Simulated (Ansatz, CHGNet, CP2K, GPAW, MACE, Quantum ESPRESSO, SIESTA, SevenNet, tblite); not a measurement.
**Running random packing of 77TeO2-23ZnO (mol %) (86 atoms) with tblite**

How near does tblite come to plane waves for random packing of 77TeO2-23ZnO (mol %) (86 atoms)?

Program: tblite 0.8.0. Level of theory: the method is named at each step. Results are calculated unless marked as measured.

## Step 1: The structure

The cell holds 86 atoms: 24 Te, 55 O and 7 Zn. Cell: a = 10.894 Å, b = 10.894 Å, c = 10.894 Å, α = 90.0°, β = 90.0°, γ = 90.0°. 86 atoms (24 Te, 55 O, 7 Zn) packed at random in a cube at 5.65 g/cm³ and pushed apart as soft spheres, cations and anions kept from their own kind; a start for melting by ab initio MD, not an equilibrated structure. Then every atom was moved at random, 0.02 Å r.m.s. a Cartesian component.

The yardstick, on the same geometry:

* method: Kohn-Sham DFT, PBE, PAW, plane waves (Ansatz 0.2.0); cutoff 420 eV, Γ point, fermi-dirac smearing of 0.05 eV; PAW set soft_2
* r.m.s. force component: 1.614 eV/Å
* longest force: 7.347 eV/Å
* pressure: 5.357 GPa
* SCF cycles: 16
* time: 35 s on 4 threads of Arm Neoverse V1, shared host
* CPU time: 2.2 min

## Step 2: GFN1-xTB

Method: GFN1-xTB tight binding, diagonalisation.

Contents of run.py:

```python
import numpy as np
from ase.io import read
from tblite.ase import TBLite

atoms = read("structure.xyz")
atoms.calc = TBLite(method="GFN1-xTB", electronic_temperature=580, accuracy=1.0, max_iterations=250, mixer_damping=0.4, verbosity=1)
energy = atoms.get_potential_energy()
forces = atoms.get_forces()
print(f"energy {energy:.6f} eV")
print("forces (eV/A)")
for i, (a, f) in enumerate(zip(atoms, forces)):
    print(f"{i:4d} {a.symbol:2s} {f[0]:10.5f} {f[1]:10.5f} {f[2]:10.5f}")
stress = -atoms.get_stress(voigt=False) * 160.21766
print("stress (GPa, compression positive)")
for row in stress:
    print(" ".join(f"{x:10.4f}" for x in row))
print("charges (e)")
print(np.array2string(atoms.get_charges(), precision=4, suppress_small=True, max_line_width=110, threshold=100000))
```

Contents of structure.xyz:

```xyz
86
Lattice="10.89410 0.00000 0.00000 0.00000 10.89410 0.00000 0.00000 0.00000 10.89410" Properties=species:S:1:pos:R:3 pbc="T T T"
Te 1.98817 10.08521 0.30296
Te 7.09456 5.34214 10.52490
Te 10.14883 10.38763 10.70204
Te 6.98889 9.23700 4.98176
Te 7.42651 4.46832 4.90387
Te 9.91940 6.58265 3.81293
Te 9.90404 4.59263 10.05885
Te 4.04999 1.10488 0.16080
Te 8.47398 1.92455 9.13056
Te 2.44398 1.07666 3.69866
Te 7.73187 1.84535 1.59936
Te 7.80595 10.87623 7.34698
Te 5.79021 8.45230 2.12609
Te 8.42713 10.45692 2.97060
Te 5.81233 1.34085 8.91388
Te 4.86356 10.61717 6.08893
Te 1.74327 3.37042 0.89528
Te 0.70256 8.49119 7.54155
Te 6.55128 4.66551 7.68089
Te 9.93694 3.63841 5.76254
Te 3.11539 6.35540 1.35065
Te 9.20388 6.32239 1.12275
Te 10.06266 7.75039 9.74793
Te 1.56439 3.44177 4.81955
O 6.10048 1.77563 0.38129
O 0.92219 10.77971 1.77639
O 8.79056 8.20968 3.79605
O 1.54043 1.11076 10.66794
O 8.99602 6.29385 8.98219
O 4.27016 1.47724 4.43052
O 3.43437 2.82114 9.95263
O 8.66898 2.73976 3.13881
O 6.31073 1.11414 6.29374
O 0.78753 2.70239 2.52318
O 4.12418 1.09616 2.27098
O 6.51881 4.54110 3.07344
O 0.22268 10.41792 8.75842
O 10.53459 1.93730 4.29816
O 0.47901 4.90496 1.18931
O 1.98022 7.45614 5.72202
O 1.86986 6.79683 10.69016
O 5.34094 6.16552 6.79541
O 8.09366 3.87100 8.60449
O 2.87375 8.96944 9.79815
O 0.54786 5.36883 5.28190
O 0.36691 6.46391 7.35613
O 3.58710 9.42013 1.47364
O 3.84224 5.07905 3.04904
O 8.81474 10.87297 9.23602
O 7.72108 8.89438 1.99841
O 8.33638 5.78313 6.10418
O 9.85916 10.04207 4.68141
O 9.85589 4.60897 3.56183
O 3.72088 9.27295 4.88600
O 5.17579 4.65712 9.03339
O 8.10891 2.83671 5.86277
[... 26 atom lines left out ...]
Zn 0.26843 2.15180 9.72898
Zn 5.09245 6.50443 9.05474
Zn 2.72570 8.58586 2.84445
Zn 5.40533 3.45899 0.72609
```

The run is started by

```
OMP_NUM_THREADS=1 python run.py > output.txt
```

Log:

```text
------------------------------------------------------------
  cycle        total energy    energy error   density error
------------------------------------------------------------
      1     -280.4529511698  -2.8021357E+02   1.5401487E+00
      2     -30.52418925601   2.4992876E+02   2.1750469E+00
      3     -113.4239154645  -8.2899726E+01   1.4417821E+00
      4     -311.0624300161  -1.9763851E+02   9.1368506E-01
      5     -318.3375252929  -7.2750953E+00   7.7732215E-01
      6     -333.5439960078  -1.5206471E+01   5.8991871E-01
      7     -336.7835912366  -3.2395952E+00   5.1953687E-01
      8     -340.7960558513  -4.0124646E+00   4.8015849E-01
      9     -342.1138714515  -1.3178156E+00   3.8532589E-01
     10     -345.0015159099  -2.8876445E+00   3.4059728E-01
     11     -346.6524496683  -1.6509338E+00   2.7999456E-01
     12     -346.3866855650   2.6576410E-01   2.7548664E-01
     13     -347.6225854369  -1.2358999E+00   2.6258155E-01
     14     -347.9374079714  -3.1482253E-01   2.5627932E-01
     15     -348.8246852859  -8.8727731E-01   2.0587789E-01
     16     -348.5484373686   2.7624792E-01   2.0831630E-01
     17     -348.0121928756   5.3624449E-01   2.2704776E-01
     18     -348.3093476746  -2.9715480E-01   1.9972986E-01
     19     -347.8065875538   5.0276012E-01   2.2794161E-01
     20     -346.0656512719   1.7409363E+00   3.0237982E-01
     21     -349.4087027414  -3.3430515E+00   1.4218552E-01
     22     -349.4248203614  -1.6117620E-02   1.4925705E-01
     23     -350.1293533064  -7.0453295E-01   9.0242981E-02
     24     -350.0506140946   7.8739212E-02   9.7461436E-02
[...]
40     -350.5461722940  -1.0390101E-05   4.6270280E-04
     41     -350.5461796588  -7.3648878E-06   2.9087264E-04
     42     -350.5461827894  -3.1305809E-06   1.7716774E-04
     43     -350.5461840322  -1.2427386E-06   1.0867911E-04
     44     -350.5461844482  -4.1599799E-07   6.7808870E-05
     45     -350.5461846212  -1.7305399E-07   3.7214119E-05
     46     -350.5461846509  -2.9653904E-08   2.6907926E-05
     47     -350.5461846614  -1.0521603E-08   1.9316722E-05
------------------------------------------------------------
 total:                                   5.571 sec
energy -9538.847550 eV
forces (eV/A)
   0 Te    2.59879   -2.90206   -0.70182
   1 Te   -3.36035    0.73922    0.05214
   2 Te    1.69996    2.03626   -1.29539
   3 Te    0.35754   -6.48257    1.55611
   4 Te   -5.22709   -0.46128   -3.92915
   5 Te    4.36535   -0.96339    0.93573
   6 Te    1.82794    1.12174   -1.04598
   7 Te   -3.12039    1.32600    0.36114
   8 Te    2.52948    3.13496    1.15560
   9 Te    0.05372   -2.64950    1.76049
  10 Te    0.77582    2.79605    5.20887
  11 Te   -1.58440   -1.86013   -2.20658
  12 Te   -1.49588   -0.24430    0.33103
  13 Te    1.67704   -0.88003    3.40263
  14 Te   -1.77962   -1.82400   -1.77940
  15 Te   -7.60026    0.63390    0.93511
  16 Te   -1.45619    0.68547    0.87409
  17 Te    0.19884   -2.33029   -3.71282
  18 Te   -4.37102    1.93263   -3.80627
  19 Te    3.09950    0.26090    0.36211
  20 Te   -2.22613   -1.79211   -0.38134
  21 Te    3.28753    1.95084    2.88032
  22 Te    0.11813   -0.93355   -2.02381
  23 Te    1.70481    1.93976    1.88834
[...]
78 O     1.86338    1.19604   -0.25557
  79 Zn   -0.83768    0.03722   -1.54477
  80 Zn    0.88466   -0.88786   -0.17524
  81 Zn    0.37828    0.36781    0.79861
  82 Zn    0.53978    0.29043   -1.75443
  83 Zn   -2.04821    2.26573   -1.31957
  84 Zn   -1.10197    0.15135    1.96592
  85 Zn    0.14155    1.61234    0.66272
stress (GPa, compression positive)
  -10.0578     1.8012    -1.3679
    1.8012    -9.3875     0.5214
   -1.3679     0.5214   -12.8875
charges (e)
[ 0.6951  0.5225  0.6056  0.6243  0.7374  0.7192  0.4959  0.708   0.5458  0.6821  0.6394  0.598   0.6227
  0.6277  0.5664  0.6674  0.6678  0.707   0.6699  0.712   0.6565  0.5477  0.5409  0.6817 -0.4442 -0.416
 -0.3667 -0.4373 -0.3935 -0.2125 -0.424  -0.3831 -0.389  -0.3604 -0.3904 -0.3607 -0.4458 -0.37   -0.3616
 -0.2419 -0.4059 -0.3021 -0.4592 -0.3197 -0.3044 -0.3137 -0.4776 -0.3653 -0.4001 -0.4065 -0.3552 -0.3902
 -0.3572 -0.3497 -0.4064 -0.3833 -0.3849 -0.338  -0.4162 -0.3609 -0.2653 -0.3287 -0.3857 -0.278  -0.2999
 -0.3309 -0.4646 -0.2486 -0.4551 -0.4393 -0.4258 -0.2849 -0.43   -0.2478 -0.3145 -0.5082 -0.2913 -0.443
 -0.3003  0.6447  0.7447  0.7281  0.6581  0.7804  0.7124  0.7261]
```

Elapsed: 6.2 s, on 1 thread of Arm Neoverse V1, shared host; peak memory 0.12 GiB.

Banners, paths, timers and routine set-up lines are dropped from the logs unmarked, and long logs keep their key lines alone; longer cuts are marked.

Against the reference:

| Item | Value |
| --- | --- |
| r.m.s. force component | 1.865 eV/Å |
| r.m.s. difference of force components | 673.9 meV/Å |
| longest difference of force vectors | 2531 meV/Å |
| force difference over r.m.s. force | 41.76 % |
| slope of forces against the reference's | 1.081 |
| correlation of force components | 0.9351 |
| pressure | -10.78 GPa |
| pressure difference | -16.14 GPa |

Length of the force difference by element (eV/Å):

```
element  atoms  mean  most
      O     55   1.1   2.5
     Te     24   1.1   1.8
     Zn      7   1.2   2.1
```

Local excerpt of 9 atoms (numbers count through the whole input) about O30, whose charge lies farthest from its element's mean; x, y, z are measured from there.

```
atom      x      y      z  distance (Å)  Mulliken charge (e)     Fx     Fy  Fz (eV/Å)
 O30   0.00   0.00   0.00          0.00                -0.21  -1.23  -1.52       1.03
Te10  -1.83  -0.40  -0.73          2.01                 0.68   0.05  -2.65       1.76
 O35  -0.15  -0.38  -2.16          2.20                -0.39  -1.82   0.93      -0.62
 O70   2.06  -0.53  -0.91          2.31                -0.44   3.63  -1.79      -2.03
 O72  -0.56   0.04   2.27          2.34                -0.28   2.05  -2.13      -0.71
 O65   1.13   1.78   1.18          2.42                -0.30   2.49   2.70       0.67
Te16   0.59  -1.75   1.66          2.49                 0.67  -7.60   0.63       0.94
 O33   2.04  -0.36   1.86          2.79                -0.39   2.46  -0.67       1.64
 O54  -0.55  -3.10   0.46          3.18                -0.35   1.43   1.62       0.39
```

Atoms are counted from 1 here, from 0 in the log.

Forces lie 42 % from the reference's, at 0.047 times its CPU time (on 1 against 4 cores).

## Step 3: What came out

| Item | Value |
| --- | --- |
| force difference from the reference | tblite GFN1-xTB, 42 % |
| its CPU time | 6.2 s |

Tight binding differs by 42 % (tblite GFN1-xTB); it is another model, with fitted parameters of its own, and the xTB methods hold dispersion. One electronic-structure run takes under half the reference's CPU time: tblite GFN1-xTB, at 42 % in 6.2 s against 2.2 min; its pressure misses by -16.1 GPa. Periodic xTB results under one method name differ between programs and library versions. The reference's stress is far from hydrostatic: its diagonal is 6.5, 6.2, 3.4 GPa, compression counted positive. The reference's pressure of 5.4 GPa belongs to a cell and atoms that aren't relaxed at this level. The electronic-structure runs sample only Γ, in a cell whose shortest periodic width is 11 Å, which is coarse for a cell with partly filled levels. Spin–orbit coupling is left out, which matters for the levels of the heavy elements.

[Also dropped from logs without a mark: logging warnings of Python, and SIESTA's first energy breakdown and zero terms.]

[Logs are printed without paths, hosts, clocks, repeated set-up lines and the standing remarks that a program may print on its own settings, such as how far it seeks lower states.]

[Hosts, paths, dates, database ids (printed as entryN), source tags and the programs' standing remarks are cut or masked in the printed files.]
